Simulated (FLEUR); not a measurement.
**FePt (c factor at fixed volume 1.06 on the database's cell): anisotropy by force theorems**

One state of FePt (c factor at fixed volume 1.06 on the database's cell) is converged without symmetry. Force theorems then give its anisotropy.

Program: FLEUR MaX-R8.1. Level of theory: PBE; all-electron FLAPW, Dirac cores, scalar-relativistic bands. Results are calculated unless marked as measured.

Most raw output is cut from this account.

## 1. Starting point

It takes space group P4/mmm (No. 123, tetragonal). The conventional cell has a = 2.645 Å, b = 2.645 Å, c = 3.943 Å, α = 90.00°, β = 90.00°, γ = 90.00°. Fe has 4 Fe at 2.65 Å and 8 Pt at 2.72 Å nearest. Pt has 4 Pt at 2.65 Å and 8 Fe at 2.72 Å nearest. Farther neighbours are not listed.

The cell is strained on purpose: c factor at fixed volume 1.06 on the database's cell.

## 2. Reference state

The force theorems are single passes in this state's potential, so it has to be converged first.

No symmetry is used, so that later steps may turn the spins freely; k and −k are joined. inpgen writes inp.xml from crystal.txt; cutoffs, mixing, functional, smearing and local orbitals are then set in the file. The k list scf (kpts.xml, not shown) is a Γ-centred 10×10×10 mesh; where the ranks do not divide the number of points, some are split in two of half the weight.

The input, inp.xml:

```
<?xml version="1.0" encoding="UTF-8" standalone="no"?>
<fleurInput fleurInputVersion="0.39">
   <comment>
      FePt
   </comment>
   <calculationSetup>
      <cutoffs Kmax="3.6" Gmax="10.8" GmaxXC="10.8" numbands="0"/>
      <scfLoop itmax="110" minDistance="0.00002" maxIterBroyd="15" imix="Anderson" alpha="0.05" precondParam="0.0" spinf="2.0" sdNocoIR="T"/>
      <coreElectrons ctail="F" frcor="F" kcrel="0" coretail_lmax="0"/>
      <xcFunctional name="pbe" relativisticCorrections="F"/>
      <magnetism jspins="2" l_noco="F" l_ss="F">
         <qss>0.0 0.0 0.0</qss>
         <mtNocoParams l_mperp="F" l_mtNocoPot="F" l_relaxSQA="F" mag_mixing_scheme="0" mix_RelaxWeightOffD="1.0" l_constrained="F" mix_constr="1.0"/>
         <sourceFreeMag l_sourceFree="F" l_scaleMag="F" mag_scale="1.0"/>
      </magnetism>
      <soc l_soc="F" theta="0.0" phi="0.0" spav="F"/>
      <expertModes spex="0" secvar="F"/>
      <geometryOptimization l_f="F" forcealpha="1.0" forcemix="BFGS" epsdisp="0.00001" epsforce="0.00001"/>
      <ldaU l_linMix="F" mixParam="0.05" spinf="1.0"/>
   </calculationSetup>
   <cell>
      <bzIntegration valenceElectrons="32.0" mode="hist" fermiSmearingEnergy="0.00183747">
         <kPointListSelection listName="scf"/>
         <xi:include xmlns:xi="http://www.w3.org/2001/XInclude" href="kpts.xml"> </xi:include>
      </bzIntegration>
      <xi:include xmlns:xi="http://www.w3.org/2001/XInclude" href="sym.xml"> </xi:include>
      <bulkLattice scale="1.0">
         <bravaisMatrix>
            <row-1>    4.9988869427123124     0.0000000000000000     0.0000000000000000</row-1>
            <row-2>    0.0000000000000000     4.9988869427123124     0.0000000000000000</row-2>
            <row-3>    0.0000000000000000     0.0000000000000000     7.4515680545227196</row-3>
         </bravaisMatrix>
      </bulkLattice>
   </cell>
   <atomSpecies>
      <species name="Iron (Fe) 2.800" element="Fe" atomicNumber="26">
         <mtSphere radius="2.44" gridPoints="807" logIncrement="0.015"/>
         <atomicCutoffs lmax="10" lnonsphr="8"/>
         <electronConfig flipSpins="F">
            <coreConfig>(1s1/2) (2s1/2) (2p1/2) (2p3/2)</coreConfig>
            <valenceConfig>(3s1/2) (3p1/2) (3p3/2) (4s1/2) (3d3/2) (3d5/2)</valenceConfig>
            <stateOccupation state="(3d3/2)" spinUp="1.4" spinDown="1.0"/>
            <stateOccupation state="(3d5/2)" spinUp="3.0" spinDown="0.6"/>
         </electronConfig>
         <energyParameters s="4" p="4" d="3" f="4"/>
         <lo type="SCLO" l="0" n="3" eDeriv="0"/>
         <lo type="SCLO" l="1" n="3" eDeriv="0"/>
      </species>
      <species name="Platinum (Pt)" element="Pt" atomicNumber="78">
         <mtSphere radius="2.44" gridPoints="807" logIncrement="0.017"/>
         <atomicCutoffs lmax="10" lnonsphr="8"/>
         <electronConfig flipSpins="F">
            <coreConfig>(1s1/2) (2s1/2) (2p1/2) (2p3/2) (3s1/2) (3p1/2) (3p3/2) (4s1/2) (3d3/2) (3d5/2) (4p1/2) (4p3/2) (5s1/2) (4d3/2) (4d5/2) (4f5/2) (4f7/2)</coreConfig>
            <valenceConfig>(5p1/2) (5p3/2) (6s1/2) (5d3/2) (5d5/2)</valenceConfig>
            <stateOccupation state="(6s1/2)" spinUp="0.500000" spinDown="0.500000"/>
            <stateOccupation state="(5d3/2)" spinUp="1.800000" spinDown="1.800000"/>
            <stateOccupation state="(5d5/2)" spinUp="2.700000" spinDown="2.700000"/>
         </electronConfig>
         <energyParameters s="6" p="6" d="5" f="5"/>
         <lo type="SCLO" l="1" n="5" eDeriv="0"/>
      </species>
   </atomSpecies>
   <atomGroups>
      <atomGroup species="Iron (Fe) 2.800">
         <relPos label="                   1">.0000000000 .0000000000 .0000000000</relPos>
         <force calculate="T" relaxXYZ="TTT"/>
         <nocoParams  alpha="0.0" beta="0.0"/>
      </atomGroup>
      <atomGroup species="Platinum (Pt)">
         <relPos label="                   2">1.000/2.000 1.000/2.000 1.000/2.000</relPos>
         <force calculate="T" relaxXYZ="TTT"/>
         <nocoParams  alpha="0.0" beta="0.0"/>
      </atomGroup>
   </atomGroups>
   <output dos="F" band="F" slice="F">
      <bandDOS minEnergy="-.5*Htr" maxEnergy="0.5*Htr" sigma="0.015" storeEVData="T"/>
      <plotting iplot="0" polar="F">
         <plot TwoD="T" vec1="  1.0  0.0  0.0" vec2="  0.0  1.0  0.0" vec3="  0.0  0.0  1.0" zero="  0.0  0.0  0.0" file="plot"/>
      </plotting>
      <moessbauerParams electricFieldGradient="F" isomerShift="F" coreHyperfine="F" valenceHyperfine="F"/>
   </output>
</fleurInput>
```

The input, crystal.txt:

```
FePt
&input film=F cartesian=F /
2.64529705000  0.00000000000  0.00000000000
0.00000000000  2.64529705000  0.00000000000
0.00000000000  0.00000000000  3.94320000000
1.8897261246
1.0 1.0 1.0

2
26 0.00000000000  0.00000000000  0.00000000000 : 2.800
78 0.50000000000  0.50000000000  0.50000000000

&kpt div1=10 div2=10 div3=10 gamma=T /
```

Command:

```bash
$ OMP_NUM_THREADS=1 inpgen -f crystal.txt -nosym -noco > inpgen.log  # inp.xml is then edited as shown
$ OMP_NUM_THREADS=1 mpirun -n 4 fleur_MPI > fleur.log
```

It took 4.1 min on 4 MPI ranks of Arm Neoverse V1, shared host; peak memory 0.63 GiB; 17 min of CPU time.

Numbers from this step:

```
free energy                                                       : -536596.2047 eV
program's band gap on this mesh (in a metal only a level spacing) : 0 eV
magnetization                                                     : 3.217 μB
final state                                                       : ferromagnetic
largest moment                                                    : 2.960 μB
```

After 24 cycles the largest moment stands at 2.96 μB.

## 3. Energy against the direction of the moments, rung 1

Anisotropy is a small difference, so it is taken from sums over occupied states at a frozen potential, where most errors cancel.

One pass with spin–orbit coupling for each direction, from the saved density. Inversion lets half of the mesh serve, which the program's warning doesn't know. The k list mae (kpts.xml, not shown) is a Γ-centred 14×14×10 mesh.

Changes to inp.xml since step 2:

```diff
@@ -6,4 +6,4 @@
    <calculationSetup>
-      <cutoffs Kmax="3.6" Gmax="10.8" GmaxXC="10.8" numbands="0"/>
-      <scfLoop itmax="110" minDistance="0.00002" maxIterBroyd="15" imix="Anderson" alpha="0.05" precondParam="0.0" spinf="2.0" sdNocoIR="T"/>
+      <cutoffs Kmax="3.6" Gmax="10.8" GmaxXC="10.8" numbands="72"/>
+      <scfLoop itmax="1" minDistance="0.00002" maxIterBroyd="15" imix="Anderson" alpha="0.05" precondParam="0.0" spinf="2.0" sdNocoIR="T"/>
       <coreElectrons ctail="F" frcor="F" kcrel="0" coretail_lmax="0"/>
@@ -15,3 +15,3 @@
       </magnetism>
-      <soc l_soc="F" theta="0.0" phi="0.0" spav="F"/>
+      <soc l_soc="T" theta="0.0" phi="0.0" spav="F"/>
       <expertModes spex="0" secvar="F"/>
@@ -22,3 +22,3 @@
       <bzIntegration valenceElectrons="32.0" mode="hist" fermiSmearingEnergy="0.00183747">
-         <kPointListSelection listName="scf"/>
+         <kPointListSelection listName="mae"/>
          <xi:include xmlns:xi="http://www.w3.org/2001/XInclude" href="kpts.xml"> </xi:include>
@@ -81,2 +81,5 @@
    </output>
+   <forceTheorem>
+      <MAE theta="0.0 1.5707963 1.5707963 0.7853982" phi="0.0 0.0 0.7853982 0.0"/>
+   </forceTheorem>
 </fleurInput>
```

Command:

```bash
$ OMP_NUM_THREADS=1 mpirun -n 4 fleur_MPI -warn_only > fleur.log
```

The job ended after 98 s (4 MPI ranks; peak memory 1 GiB; 6.5 min of CPU time).

Anisotropy energies, by row:

```
                              axis       x       y       z  band energy less the first axis' (meV a cell)
                             [001]       0       0       1                                              0
                             [100]       1       0       0                                          3.425
                             [110]  0.7071  0.7071       0                                           3.48
45 degrees from [001] toward [100]  0.7071       0  0.7071                                          1.747
```

Indices are those of the standard conventional cell; x, y, z give the same directions in the axes of the input.

## 4. Energy against the direction of the moments, rung 2

A second rung shows how far the first can be trusted.

The k list mae (kpts.xml, not shown) is a Γ-centred 21×21×14 mesh.

inp.xml is that of step 3.

The job ended after 5 min (4 MPI ranks; peak memory 2.7 GiB; 20 min of CPU time).

Anisotropy energies, by row:

```csv
axis,x,y,z,band energy less the first axis' (meV a cell)
[001],0,0,1,0
[100],1,0,0,3.273
[110],0.7071,0.7071,0,3.283
45 degrees from [001] toward [100],0.7071,0,0.7071,1.623
```

## 5. Spin–orbit coupling, moments along [001]

Spin–orbit coupling ties the spins to the lattice and lets orbital moments form.

A new self-consistent run of the start ferro +, with the moments along z. The k list default-1 (kpts.xml, not shown) is a Γ-centred 21×21×14 mesh.

Changes to inp.xml since step 2:

```diff
@@ -6,12 +6,8 @@
    <calculationSetup>
-      <cutoffs Kmax="3.6" Gmax="10.8" GmaxXC="10.8" numbands="0"/>
+      <cutoffs Kmax="3.6" Gmax="10.8" GmaxXC="10.8" numbands="72"/>
       <scfLoop itmax="110" minDistance="0.00002" maxIterBroyd="15" imix="Anderson" alpha="0.05" precondParam="0.0" spinf="2.0" sdNocoIR="T"/>
-      <coreElectrons ctail="F" frcor="F" kcrel="0" coretail_lmax="0"/>
+      <coreElectrons ctail="T" frcor="F" kcrel="0" coretail_lmax="0"/>
       <xcFunctional name="pbe" relativisticCorrections="F"/>
-      <magnetism jspins="2" l_noco="F" l_ss="F">
-         <qss>0.0 0.0 0.0</qss>
-         <mtNocoParams l_mperp="F" l_mtNocoPot="F" l_relaxSQA="F" mag_mixing_scheme="0" mix_RelaxWeightOffD="1.0" l_constrained="F" mix_constr="1.0"/>
-         <sourceFreeMag l_sourceFree="F" l_scaleMag="F" mag_scale="1.0"/>
-      </magnetism>
-      <soc l_soc="F" theta="0.0" phi="0.0" spav="F"/>
+      <magnetism jspins="2"/>
+      <soc l_soc="T" theta="0.0" phi="0.0" spav="F"/>
       <expertModes spex="0" secvar="F"/>
@@ -22,3 +18,3 @@
       <bzIntegration valenceElectrons="32.0" mode="hist" fermiSmearingEnergy="0.00183747">
-         <kPointListSelection listName="scf"/>
+         <kPointListSelection listName="default-1"/>
          <xi:include xmlns:xi="http://www.w3.org/2001/XInclude" href="kpts.xml"> </xi:include>
@@ -66,3 +62,2 @@
          <force calculate="T" relaxXYZ="TTT"/>
-         <nocoParams  alpha="0.0" beta="0.0"/>
       </atomGroup>
@@ -71,3 +66,2 @@
          <force calculate="T" relaxXYZ="TTT"/>
-         <nocoParams  alpha="0.0" beta="0.0"/>
       </atomGroup>
```

Changes to crystal.txt since step 2:

```diff
@@ -12,2 +12,3 @@
 
-&kpt div1=10 div2=10 div3=10 gamma=T /
+&soc 0.0000000 0.0000000 /
+&kpt div1=21 div2=21 div3=14 gamma=T /
```

Command:

```bash
$ OMP_NUM_THREADS=1 inpgen -f crystal.txt > inpgen.log  # inp.xml is then edited as shown
$ OMP_NUM_THREADS=1 mpirun -n 4 fleur_MPI > fleur.log
```

Run time: 10 min. Hardware: 4 MPI ranks; peak memory 0.94 GiB.

This step gave:

| Quantity | Value |
| --- | --- |
| free energy | -536597.4642 eV |
| program's band gap on this mesh (in a metal only a level spacing) | 8.07e-4 eV |
| magnetization | 3.139 μB |
| final state | ferromagnetic |
| largest moment | 2.908 μB |
| orbital moment along the spin | 0.06606 μB |

Orbital moment in the sphere, along the spin axis by atom:

```csv
atom,"orbital moment in the sphere, along the spin axis (μB)"
Fe1,0.0661
Pt2,0.0341
```

## 6. What came out

```
reference state                                                             : ferromagnetic
largest sphere moment                                                       : 2.96 μB
easy direction of those tried                                               : [001]
energy along [100] less [001], force theorem                                : 3.27 meV a primitive cell
orbital moment on the atom of largest spin, along its spin (spin–orbit run) : 0.0661 μB
```

By the force theorem the moments prefer [001]; shape anisotropy is not in it. The difference for the second direction goes from 3.4 meV (mesh 14×14×10, 72 states, 6.5 min of CPU time) to 3.3 meV (mesh 21×21×14, 72 states, 20 min). The orbital moment is parallel to the spin. The state was typed, and no other order was converged beside it, so it need not be the ground state.

[Logs and program files are shortened in this print: banners, set-up blocks, solver, clock and traceback lines can be left out without a mark of their own.]

[Logs are printed without paths, hosts, clocks, repeated set-up lines and the standing remarks that a program may print on its own settings, such as how far it seeks lower states.]

[Hosts, paths, dates, database ids (printed as entryN), source tags and the programs' standing remarks are cut or masked in the printed files.]

[Where a cell is said to come from a database of computed structures, the database is the Materials Project.]
